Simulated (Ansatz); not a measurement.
Consider Ge3H2 (hydrogen-terminated (001) film, symmetric dihydride, 6 layers).

The cell holds 10 atoms: 6 Ge and 4 H. Its edges and angles: a = 4.001 Å, b = 4.001 Å, c = 40.900 Å, α = 90.0°, β = 90.0°, γ = 90.0°. It derives from Ge. Vacuum lies along c.

```xyz
10
Lattice="4.0008 0.0000 0.0000 0.0000 4.0008 0.0000 0.0000 0.0000 40.9000" Properties=species:S:1:pos:R:3
Ge    0.0000    0.0000   16.9532
Ge    2.0004    0.0000   18.3354
Ge    2.0004    2.0004   19.7459
Ge    0.0000    2.0004   21.1541
Ge    0.0000    0.0000   22.5646
Ge    2.0004    0.0000   23.9468
H     0.0000    2.7819   16.0175
H     4.0008    1.2189   16.0175
H     2.0004    2.7819   24.8825
H     2.0004    1.2189   24.8825
```

The structure was relaxed with PBEsol (ions only). The runs that relaxed it are not among those shown.

Gaps computed with Ansatz 0.2.0 without a self-energy: PBEsol 1.23 eV.

**Question.** Estimate the G0W0@PBEsol gap with 4×4×1 mesh, 965 empty bands, screening to 75 eV, PAW set soft_1 files.

About 2.02 eV: on its mesh the run moves the gap from 1.22 eV by +0.80 eV. Bands and cutoff are finite, so the gap is not at the basis limit. The miss can reach some tenths of an eV and take either sign; the mesh is an error of its own. In a film the band edges may be surface states, so its gap need not approach the bulk's. At these cutoffs the gaps of films stand short of the band limit, often by tenths of an eV, while the trend with thickness is less touched. In a film the band edges may be surface states, so its gap need not approach the bulk's. At these cutoffs the gaps of films stand short of the band limit, often by tenths of an eV, while the trend with thickness is less touched. The mesh in the plane is coarse for a sheet; gap and any exciton binding can still move on denser ones. The many-body steps are scalar-relativistic: spin-orbit coupling is not in them.

[Paths, hosts, dates, memory and timing lines, banners, echoed tables and standing remarks are left out of the program output.]

[Logs are printed without paths, hosts, clocks, repeated set-up lines and the standing remarks that a program may print on its own settings, such as how far it seeks lower states.]

[Runs of the session that timed out or met a known fault of the program may be left out.]

[Cells called generated may have been cut or substituted from an entry of the Crystallography Open Database or the Materials Project.]

[Hosts, paths, dates, database ids (printed as entryN), source tags and the programs' standing remarks are cut or masked in the printed files.]
